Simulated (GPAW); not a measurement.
The Na K edge of atom 2 in NaMgF3 (Pm-3m), with 12 F at 2.79 Å (cuboctahedral, site symmetry m-3m), was computed in 3 ways: excited-electron core hole (neutral cell), full core hole (charged cell) and no core hole. Program and functional: GPAW, LDA, Gaussian full width 0.9 eV up to 4 eV, rising linearly to 3.5 eV at 25 eV; cells of 5 and 20 atoms (the run without a hole in the smaller).

Each run is counted from its own lowest empty level or Fermi level and scaled to a mean of 1 over its first 20 eV.

| E (eV) | run 1 | run 2 | run 3 |
| --- | --- | --- | --- |
| -2.0 | 0.00 | 0.00 | 0.00 |
| -1.4 | 0.00 | 0.00 | 0.00 |
| -0.8 | 0.00 | 0.00 | 0.00 |
| -0.2 | 0.00 | 0.00 | 0.00 |
| 0.4 | 0.01 | 0.01 | 0.02 |
| 1.0 | 0.01 | 0.02 | 0.05 |
| 1.6 | 0.00 | 0.01 | 0.11 |
| 2.2 | 0.12 | 0.25 | 0.19 |
| 2.8 | 0.95 | 0.83 | 0.21 |
| 3.4 | 1.88 | 1.20 | 0.40 |
| 4.0 | 3.82 | 2.51 | 0.59 |
| 4.6 | 4.28 | 3.83 | 0.94 |
| 5.2 | 3.06 | 3.52 | 1.54 |
| 5.8 | 2.64 | 2.91 | 1.82 |
| 6.4 | 1.44 | 1.72 | 1.70 |
| 7.0 | 1.07 | 1.38 | 1.86 |
| 7.6 | 1.15 | 1.49 | 2.31 |
| 8.2 | 1.19 | 1.49 | 2.51 |
| 8.8 | 1.10 | 1.24 | 2.74 |
| 9.4 | 0.83 | 0.82 | 2.28 |
| 10.0 | 0.55 | 0.53 | 1.35 |
| 10.6 | 0.40 | 0.41 | 0.85 |
| 11.2 | 0.34 | 0.35 | 0.68 |
| 11.8 | 0.30 | 0.32 | 0.53 |
| 12.4 | 0.30 | 0.32 | 0.44 |
| 13.0 | 0.32 | 0.32 | 0.40 |
| 13.6 | 0.34 | 0.35 | 0.40 |
| 14.2 | 0.38 | 0.42 | 0.47 |
| 14.8 | 0.47 | 0.55 | 0.64 |
| 15.4 | 0.63 | 0.73 | 0.93 |
| 16.0 | 0.82 | 0.94 | 1.24 |
| 16.6 | 0.99 | 1.08 | 1.41 |
| 17.2 | 1.05 | 1.07 | 1.37 |
| 17.8 | 0.96 | 0.91 | 1.15 |
| 18.4 | 0.76 | 0.69 | 0.87 |
| 19.0 | 0.57 | 0.51 | 0.65 |
| 19.6 | 0.43 | 0.40 | 0.50 |
| 20.2 | 0.35 | 0.34 | 0.43 |
| 20.8 | 0.32 | 0.33 | 0.40 |
| 21.4 | 0.33 | 0.35 | 0.41 |
| 22.0 | 0.35 | 0.37 | 0.42 |
| 22.6 | 0.37 | 0.39 | 0.43 |
| 23.2 | 0.40 | 0.42 | 0.45 |
| 23.8 | 0.43 | 0.45 | 0.47 |
| 24.4 | 0.47 | 0.49 | 0.48 |
| 25.0 | 0.52 | 0.54 | 0.48 |
| 25.6 | 0.58 | 0.59 | 0.49 |
| 26.2 | 0.66 | 0.66 | 0.50 |
| 26.8 | 0.75 | 0.75 | 0.53 |
| 27.4 | 0.87 | 0.86 | 0.58 |
| 28.0 | 1.00 | 1.00 | 0.67 |
| 28.6 | 1.13 | 1.15 | 0.80 |
| 29.2 | 1.23 | 1.27 | 1.00 |
| 29.8 | 1.28 | 1.34 | 1.24 |
| 30.4 | 1.26 | 1.34 | 1.50 |
| 31.0 | 1.18 | 1.25 | 1.71 |
| 31.6 | 1.04 | 1.10 | 1.80 |

Which run is which?

Run 1: full core hole (charged cell) (area from −2 to 6 eV 9.8, main maxima 4.4 eV (4.56), 8.2 eV (1.19) and 17.1 eV (1.05)). Run 2: excited-electron core hole (neutral cell) (area from −2 to 6 eV 8.8, main maxima 4.7 eV (3.83), 7.9 eV (1.52) and 16.8 eV (1.10)). Run 3: no core hole (area from −2 to 6 eV 3.3, main maxima 5.9 eV (1.82), 8.8 eV (2.74) and 16.8 eV (1.42)). With each curve scaled to its own mean, the area from −2 to 6 eV with the hole is 9.8 against 3.3, and the centre of weight from −1 to 20 eV moves by -2.0 eV: the hole pulls the absorber's empty states down.

[Hosts, paths, dates, database ids (printed as entryN), source tags and the programs' standing remarks are cut or masked in the printed files.]

[Lists of maxima count a maximum above −3 eV only where it reaches 4 % of the highest in the window and stands out from its surroundings by 2 % of it (1.5 % where it reaches 55 %); shoulders and weaker maxima are passed over, and of the rest the first, up to two pre-edge ones and the few strongest are named.]
